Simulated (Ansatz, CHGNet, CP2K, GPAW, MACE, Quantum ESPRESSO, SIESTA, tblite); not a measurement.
# Quantum ESPRESSO on generalised stacking fault on (112) of a Nb-Li solid solution (54 atoms): settings against a plane-wave reference

How do the settings of Quantum ESPRESSO change the result for generalised stacking fault on (112) of a Nb-Li solid solution (54 atoms)? A plane-wave run serves as the yardstick.

Program: Quantum ESPRESSO 7.5. Level of theory: the method is named at each step. Results are calculated unless marked as measured.

### 1. Starting point

The cell holds 54 atoms: 30 Nb and 24 Li. Cell: a = 8.820 Å, b = 4.801 Å, c = 25.166 Å, α = 90.0°, β = 87.8°, γ = 90.0°. Bcc Nb lattice (a = 3.3949 Å, the value set for the mixture), cell with z along [112], 3 x 1 x 3 periods; the third cell vector is tilted by 0.333 of 1/2<111> (its sense, twinning or antitwinning, isn't checked) and lengthened by 0.2 Å, so the cell holds one fault; displaced by a Gaussian of 0.01 Å; 24 of 54 Nb sites given to Li at random (lattice constant by Vegard's rule between Nb and Li). Then every atom was moved at random, 0.05 Å r.m.s. a Cartesian component. The structure's axis is c.

The yardstick, on the same geometry:

```
method                 : Kohn-Sham DFT, PBE, PAW, plane waves (Ansatz 0.2.0); cutoff 420 eV, Γ point, fermi-dirac smearing of 0.05 eV; PAW set soft_2
r.m.s. force component : 0.8348 eV/Å
longest force          : 3.321 eV/Å
pressure               : -12.14 GPa
SCF cycles             : 10
time                   : 12 s on 4 threads of Arm Neoverse V1, shared host
CPU time               : 44 s
```

### 2. PBE, sssp-1.3.0-efficiency, 45/360 Ry

Method: Kohn-Sham DFT, PBE, SSSP efficiency 1.3.0 pseudopotentials, plane waves.

pw.in

```
&control
  calculation = 'scf'
  pseudo_dir = './pseudo'
  outdir = './tmp'
  disk_io = 'none'
  tprnfor = .true.
  tstress = .true.
/
&system
  ibrav = 0
  nat = 54
  ntyp = 2
  ecutwfc = 45
  ecutrho = 360
  nosym = .true.
  occupations = 'smearing'
  smearing = 'fd'
  degauss = 0.003675
/
&electrons
  conv_thr = 2.7e-07
  electron_maxstep = 100
  mixing_beta = 0.2
  mixing_mode = 'local-TF'
  diagonalization = 'david'
/
ATOMIC_SPECIES
Nb 92.906 Nb.upf
Li 6.940 Li.upf
CELL_PARAMETERS angstrom
8.82021 0.00000 0.00000
0.00000 4.80111 0.00000
0.98001 0.00000 25.14732
ATOMIC_POSITIONS crystal
Nb 0.55275 0.99223 0.99178
Nb 0.22767 0.98749 0.99104
Li 0.89346 0.00375 0.99489
Nb 0.76692 0.50888 0.05166
Nb 0.44341 0.49407 0.05265
Li 0.10851 0.49941 0.05595
Li 0.87420 0.99540 0.11047
Li 0.55083 0.99452 0.11003
Nb 0.19911 0.00871 0.11167
Nb 0.64843 0.50553 0.16501
Li 0.31611 0.50527 0.16768
Li 0.97197 0.50587 0.16899
Nb 0.76037 0.99169 0.21751
Nb 0.41160 0.00832 0.21788
Li 0.09026 0.00637 0.21593
Li 0.85341 0.50445 0.27707
Li 0.52341 0.50971 0.27402
Li 0.19576 0.51227 0.27529
Li 0.62458 0.98172 0.33596
Li 0.28768 0.98513 0.32910
Li 0.96133 0.99277 0.32921
Nb 0.73679 0.49762 0.39023
Nb 0.40272 0.50169 0.38766
Li 0.07125 0.50213 0.38603
Nb 0.83972 0.01312 0.44192
Nb 0.49971 0.99865 0.44461
Li 0.16903 0.00827 0.44183
Nb 0.61308 0.49927 0.49766
Nb 0.28421 0.49860 0.49645
Li 0.95587 0.49036 0.49748
Nb 0.72209 0.99467 0.55375
Nb 0.38166 0.99418 0.54795
Nb 0.04920 0.00575 0.54843
Nb 0.82049 0.50571 0.60460
Li 0.48573 0.50576 0.60775
Li 0.15530 0.49863 0.60630
Nb 0.59752 0.99147 0.65989
Li 0.25776 0.00580 0.66015
Li 0.92851 0.00289 0.66425
Nb 0.69197 0.50572 0.71631
Li 0.35786 0.49009 0.71833
Nb 0.02557 0.48621 0.71497
Nb 0.79759 0.99313 0.77400
Nb 0.46114 0.00237 0.77263
Nb 0.13454 0.99054 0.77391
Nb 0.57682 0.51335 0.83008
Nb 0.23810 0.49715 0.82748
Li 0.90943 0.49766 0.83209
Nb 0.67569 0.00303 0.88062
Nb 0.34952 0.00838 0.88195
Nb 0.00466 0.00241 0.88308
Nb 0.78630 0.48442 0.93592
Li 0.44923 0.50258 0.93870
Li 0.11556 0.50409 0.93558
K_POINTS gamma
```

Started as:

```
OMP_NUM_THREADS=1 mpirun -np 2 pw.x -in pw.in > output.txt
```

What it wrote:

```text
Program PWSCF
     gamma-point specific algorithms are used
     Parallelization info
     sticks:   dense  smooth     PW     G-vecs:    dense   smooth      PW
     Min        2171    1085    269               414626   146601   18324
     Max        2172    1088    272               414627   146620   18327
     Sum        4343    2173    541               829253   293221   36651
     bravais-lattice index     =            0
     lattice parameter (alat)  =      16.6678  a.u.
     unit-cell volume          =    7186.3587 (a.u.)^3
     number of atoms/cell      =           54
     number of atomic types    =            2
     number of electrons       =       462.00
     number of Kohn-Sham states=          277
     kinetic-energy cutoff     =      45.0000  Ry
     charge density cutoff     =     360.0000  Ry
     scf convergence threshold =      2.7E-07
     mixing beta               =       0.2000
     number of iterations used =            8  local-TF  mixing
     Exchange-correlation=  SLA  PW   PBX  PBC
                           (   1   4   3   4   0   0   0)
     crystal axes: (cart. coord. in units of alat)
               a(1) = (   1.000000   0.000000   0.000000 )
               a(2) = (   0.000000   0.544331   0.000000 )
               a(3) = (   0.111110   0.000000   2.851102 )
     reciprocal axes: (cart. coord. in units 2 pi/alat)
               b(1) = (  1.000000  0.000000 -0.038971 )
               b(2) = (  0.000000  1.837119  0.000000 )
               b(3) = (  0.000000  0.000000  0.350742 )
     PseudoPot. # 1 for Nb:
     Pseudo is Projector augmented-wave + core cor, Zval = 13.0
     PseudoPot. # 2 for Li:
     Pseudo is Ultrasoft, Zval =  3.0
     atomic species   valence    mass     pseudopotential
     Nb               13.00    92.90600     Nb( 1.00)
     Li                3.00     6.94000     Li( 1.00)
     No symmetry found
   Cartesian axes
     number of k points=     1  Fermi-Dirac smearing, width (Ry)=  0.0037
                       cart. coord. in units 2pi/alat
        k(    1) = (   0.0000000   0.0000000   0.0000000), wk =   2.0000000
     Dense  grid:   414627 G-vectors     FFT dimensions: ( 108,  60, 288)
     Smooth grid:   146611 G-vectors     FFT dimensions: (  72,  40, 216)
     Check: negative core charge=   -0.000007
     Initial potential from superposition of free atoms
     starting charge     451.1185, renormalised to     462.0000
     Starting wfcs are  420 randomized atomic wfcs
     Self-consistent Calculation
     iteration #  1     ecut=    45.00 Ry     beta= 0.20
     total energy              =  -10520.54059560 Ry
     estimated scf accuracy    <    6291.20222829 Ry
     iteration #  2     ecut=    45.00 Ry     beta= 0.20
     negative rho (up, down):  1.297E-01 0.000E+00
     total energy              =  -10192.96941133 Ry
     estimated scf accuracy    <    5536.77230545 Ry
     iteration #  3     ecut=    45.00 Ry     beta= 0.20
     negative rho (up, down):  2.582E-03 0.000E+00
     total energy              =  -10391.26218199 Ry
     estimated scf accuracy    <     950.78695654 Ry
     iteration #  4     ecut=    45.00 Ry     beta= 0.20
     negative rho (up, down):  2.440E-01 0.000E+00
     total energy              =  -10448.94526237 Ry
     estimated scf accuracy    <     885.45498026 Ry
     iteration #  5     ecut=    45.00 Ry     beta= 0.20
     negative rho (up, down):  1.478E-01 0.000E+00
     total energy              =  -10229.99854281 Ry
     estimated scf accuracy    <    1095.08802756 Ry
     iteration #  6     ecut=    45.00 Ry     beta= 0.20
     negative rho (up, down):  2.060E+00 0.000E+00
     total energy              =  -10681.51087886 Ry
     estimated scf accuracy    <    7732.45881384 Ry
[...]
negative rho (up, down):  2.046E+00 0.000E+00
[...]
negative rho (up, down):  4.199E-02 0.000E+00
[...]
negative rho (up, down):  2.691E-05 0.000E+00
[...]
c_bands:  3 eigenvalues not converged
[...]
c_bands:  3 eigenvalues not converged
[...]
c_bands:  1 eigenvalues not converged
[...]
total energy              =  -10374.06797974 Ry
[...]
iteration # 41     ecut=    45.00 Ry     beta= 0.20
     total energy              =  -10374.06797983 Ry
     estimated scf accuracy    <       0.00000043 Ry
     iteration # 42     ecut=    45.00 Ry     beta= 0.20
     total energy              =  -10374.06797985 Ry
     estimated scf accuracy    <       0.00000035 Ry
     iteration # 43     ecut=    45.00 Ry     beta= 0.20
     End of self-consistent calculation
          k = 0.0000 0.0000 0.0000 ( 18326 PWs)   bands (ev):
   -45.7158 -45.6362 -45.6196 -45.5934 -45.5180 -45.5094 -45.5010 -45.4964
   -45.4861 -45.4712 -45.4657 -45.4390 -45.4066 -45.3978 -45.3739 -45.3649
   -45.3415 -45.3266 -45.3095 -45.2985 -45.2970 -45.2413 -45.2204 -45.1732
   -45.1449 -45.1428 -44.9416 -44.8584 -44.8305 -44.7212 -37.1928 -36.8973
   -36.8867 -36.7593 -36.6914 -36.6743 -36.6441 -36.2908 -36.2195 -36.2125
   -36.1923 -36.1481 -36.1417 -36.1019 -36.0476 -35.9734 -35.9725 -35.8543
[...]
10.0475  10.1117  10.1567  10.2316  10.2656  10.3217  10.3842  10.3967
    10.4359  10.4424  10.5119  10.5737  10.6533  10.6822  10.7288  10.7509
    10.7658  10.7933  10.8986  10.9362  10.9672  10.9942  11.0158  11.0581
    11.0853  11.1378  11.1699  11.2520  11.2740
     the Fermi energy is     9.3388 ev
!    total energy              =  -10374.06797981 Ry
     estimated scf accuracy    <       0.00000010 Ry
     smearing contrib. (-TS)   =      -0.03599374 Ry
     internal energy E=F+TS    =  -10374.03198607 Ry
     The total energy is F=E-TS. E is the sum of the following terms:
     one-electron contribution =   -2879.01106164 Ry
     hartree contribution      =    1555.44643074 Ry
     xc contribution           =    -944.57991909 Ry
     ewald contribution        =   -1851.34560372 Ry
     one-center paw contrib.   =   -6254.54183236 Ry
     convergence has been achieved in  43 iterations
     Forces acting on atoms (cartesian axes, Ry/au):
     atom    1 type  1   force =     0.08211055    0.00478937   -0.01436896
     atom    2 type  1   force =     0.07075129    0.00958293    0.05109821
     atom    3 type  2   force =    -0.01133082   -0.00291255    0.00305431
     atom    4 type  1   force =    -0.09723922   -0.00549042   -0.04030640
     atom    5 type  1   force =    -0.06513918    0.00023259    0.03514606
     atom    6 type  2   force =     0.01165478   -0.00033716   -0.00537626
[...]
atom   52 type  1   force =     0.02364416    0.00813650    0.05970785
     atom   53 type  2   force =    -0.01459652   -0.00103550   -0.00520307
     atom   54 type  2   force =     0.01296555   -0.00562589    0.01242954
     Total force =     0.413506     Total SCF correction =     0.000902
     Computing stress (Cartesian axis) and pressure
          total   stress  (Ry/bohr**3)                   (kbar)     P=     -123.95
  -0.00064541   0.00000195   0.00027281          -94.94        0.29       40.13
   0.00000195  -0.00152613  -0.00000704            0.29     -224.50       -1.04
   0.00027281  -0.00000704  -0.00035626           40.13       -1.04      -52.41
     Message from routine punch:
     Nothing written, as per user request (disk_io='none')
```

Elapsed: 10 min, on 2 MPI ranks of Arm Neoverse V1, shared host; peak memory 2.3 GiB; 21 min of CPU time.

Banners, paths, timers and routine set-up lines are dropped from the logs unmarked, and long logs keep their key lines alone; longer cuts are marked.

Against the reference:

- r.m.s. force component: 0.8353 eV/Å
- r.m.s. difference of force components: 2.335 meV/Å
- longest difference of force vectors: 10.25 meV/Å
- force difference over r.m.s. force: 0.2797 %
- slope of forces against the reference's: 1.001
- correlation of force components: 1
- pressure: -12.39 GPa
- pressure difference: -0.251 GPa

Length of the force difference by element (eV/Å):

```csv
element,atoms,mean,most
Li,24,6.0e-4,0.0013
Nb,30,0.0049,0.010
```

The surroundings of Nb25, which bears the longest force, nearest first, numbered as they follow in the input and with coordinates relative to it.

```csv
atom,x,y,z,distance (Å),Fx,Fy,Fz (eV/Å)
Nb25,0.00,0.00,0.00,0.00,-0.02,-0.22,3.31
Nb22,-0.96,2.33,-1.30,2.83,-2.77,-0.05,-0.39
Li30,1.08,2.29,1.40,2.89,-0.46,0.25,-0.23
Li27,2.90,-0.02,0.00,2.90,0.66,-0.10,-0.12
Nb22,-0.96,-2.47,-1.30,2.96,-2.77,-0.05,-0.39
Nb31,-0.93,-0.09,2.81,2.96,-0.50,0.30,-1.60
Li21,0.96,-0.10,-2.83,2.99,-0.18,0.08,-0.04
Nb26,-3.00,-0.07,0.07,3.00,-0.13,0.08,-0.06
Li30,1.08,-2.51,1.40,3.07,-0.46,0.25,-0.23
```

Forces lie 0.28 % from the reference's, at 28 times its CPU time (on 2 against 4 cores).

### 3. PBE, sssp-1.3.0-efficiency, 20/160 Ry

Method: Kohn-Sham DFT, PBE, SSSP efficiency 1.3.0 pseudopotentials, plane waves.

Edit pw.in of step 2 so:

```diff
@@ -12,4 +12,4 @@
   ntyp = 2
-  ecutwfc = 45
-  ecutrho = 360
+  ecutwfc = 20
+  ecutrho = 160
   nosym = .true.
```

What it wrote:

```text
[banner, memory and clock lines left out]
Program PWSCF
     gamma-point specific algorithms are used
     bravais-lattice index     =            0
     lattice parameter (alat)  =      16.6678  a.u.
     unit-cell volume          =    7186.3587 (a.u.)^3
[... lines left out ...]
     number of k points=     1  Fermi-Dirac smearing, width (Ry)=  0.0037
[... lines left out ...]
     total energy              =  -10512.49263326 Ry
[... lines left out ...]
     total energy              =  -10197.20969532 Ry
[... lines left out ...]
     total energy              =  -10381.43454801 Ry
[... lines left out ...]
     total energy              =  -10366.40389336 Ry
[... lines left out ...]
     total energy              =  -10366.40389365 Ry
[... lines left out ...]
     the Fermi energy is     9.5042 ev
!    total energy              =  -10366.40389357 Ry
[... lines left out ...]
     smearing contrib. (-TS)   =      -0.03440697 Ry
     internal energy E=F+TS    =  -10366.36948661 Ry
     The total energy is F=E-TS. E is the sum of the following terms:
     one-electron contribution =   -2862.12918218 Ry
     hartree contribution      =    1537.47637954 Ry
     xc contribution           =    -939.47170061 Ry
     ewald contribution        =   -1851.34560372 Ry
     one-center paw contrib.   =   -6250.89937964 Ry
     convergence has been achieved in  41 iterations
     Forces acting on atoms (cartesian axes, Ry/au):
     atom    1 type  1   force =     0.08615731    0.00545159   -0.01021801
     atom    2 type  1   force =     0.09228896    0.00690668    0.04684492
     atom    3 type  2   force =    -0.01114575   -0.00270980    0.00296612
[...]
atom   53 type  2   force =    -0.01405583   -0.00108758   -0.00504958
     atom   54 type  2   force =     0.01198640   -0.00522363    0.01202835
     Total force =     0.423005     Total SCF correction =     0.001972
     Computing stress (Cartesian axis) and pressure
          total   stress  (Ry/bohr**3)                   (kbar)     P=     -736.89
  -0.00477236  -0.00000115   0.00023720         -702.04       -0.17       34.89
  -0.00000115  -0.00565555  -0.00000951           -0.17     -831.96       -1.40
   0.00023720  -0.00000951  -0.00459993           34.89       -1.40     -676.67
     Message from routine punch:
     Nothing written, as per user request (disk_io='none')
```

Run time: 4.4 min. Hardware: 2 MPI ranks; peak memory 0.72 GiB; 8.9 min of CPU time.

Compared with the plane-wave run:

```yaml
r_m_s_force_component: 0.8545 eV/Å
r_m_s_difference_of_force_components: 148 meV/Å
longest_difference_of_force_vectors: 563.4 meV/Å
force_difference_over_r_m_s_force: 17.73 %
slope_of_forces_against_the_reference_s: 1.008
correlation_of_force_components: 0.9849
pressure: -73.69 GPa
pressure_difference: -61.55 GPa
energy_less_the_same_level_run_s: 1931 meV/atom
r_m_s_force_difference_from_the_same_level_run: 149.1 meV/Å
```

This is a coarse setting, run to see what it loses.

Against the first run (0.28 %), the force difference from the reference is 18 %, at 0.43 times the CPU time: the cutoff matters here.

The difference per atom is largest on Nb (0.31 eV/Å on average, against 0.020 on Li).

### 4. Side by side

Differences are against the plane-wave reference, forces as r.m.s. over components; share is that over the reference's r.m.s. force, slope the least-squares factor from reference forces to these. Total energies of different programs have different zeros and aren't compared.

```csv
run,"Δ force, r.m.s. (meV/Å)",share (%),slope,Δ pressure (GPa),cores,CPU time,memory (GiB)
reference,-,-,-,-,4,44 s,1.2
"QE PBE, sssp-1.3.0-efficiency, 45/360 Ry",2.33,0.280,1.001,-0.251,2,21 min,2.3
"QE PBE, sssp-1.3.0-efficiency, 20/160 Ry (coarse)",148,17.7,1.008,-61.5,2,8.9 min,0.72
```

Rows marked coarse were listed beforehand as settings not expected to be converged; some can still land near the reference.

CPU time is summed over cores on a shared host, where runs went side by side, so it is rough. Symmetry, cutoffs, thresholds, outputs and thread counts weren't matched or tuned between programs; memory under MPI is the largest rank's times the ranks.

Within one program, basis, potentials and functional, energies share a zero. Each run against its twin at the usual cutoff or grid and solver:

```csv
run,twin,Δ energy (meV/atom),"Δ force, r.m.s. (meV/Å)",CPU time over the twin's
"QE PBE, sssp-1.3.0-efficiency, 20/160 Ry","sssp-1.3.0-efficiency, 45/360 Ry",1931,149,0.43
```

Further runs of this program without a result: QE PBE, sssp-1.3.0-efficiency, 45/360 Ry, cg (cut off at its time limit).

### 5. Summary of results

| Item | Value |
| --- | --- |
| nearest in forces | QE PBE, sssp-1.3.0-efficiency, 45/360 Ry, 0.28 % |
| its CPU time | 21 min |

**Reading.** PBE on plane waves or a grid with other potentials, cutoffs or grids, coarse settings apart, differs from the reference by 0.28 % (QE PBE, sssp-1.3.0-efficiency, 45/360 Ry) of the r.m.s. force; this holds the reference's own error, so differences of a few per cent don't tell which side is nearer the exact PBE result (QE's 45 Ry are 612 eV, against the reference's 420 eV). Runs with settings chosen to be coarse differ by 18 % (QE PBE, sssp-1.3.0-efficiency, 20/160 Ry), their programs' other errors included. None of the electronic-structure runs in the table takes under half the reference's CPU time of 44 s; they take 12 to 28 times as much. In pressure, QE PBE, sssp-1.3.0-efficiency, 20/160 Ry misses by -61.5 GPa, at the same functional; a cutoff this low leaves a large Pulay stress. The cell is under 6 Å thick along one periodic direction, so every atom has periodic images of itself close by, which move with it and show among its neighbours and in g(r). The reference's stress is far from hydrostatic: its diagonal is -9.2, -22.2, -5.0 GPa, compression counted positive. The host structure and its lattice constant were typed by rule, without a check against the phase diagram. The reference's pressure of -12 GPa says that the cell would shrink at this level of theory. The electronic-structure runs sample only Γ, in a cell whose shortest periodic width is 5 Å, which is coarse for a cell with partly filled levels.

[Also dropped from logs without a mark: logging warnings of Python, and SIESTA's first energy breakdown and zero terms.]

[Logs are printed without paths, hosts, clocks, repeated set-up lines and the standing remarks that a program may print on its own settings, such as how far it seeks lower states.]

[Hosts, paths, dates, database ids (printed as entryN), source tags and the programs' standing remarks are cut or masked in the printed files.]
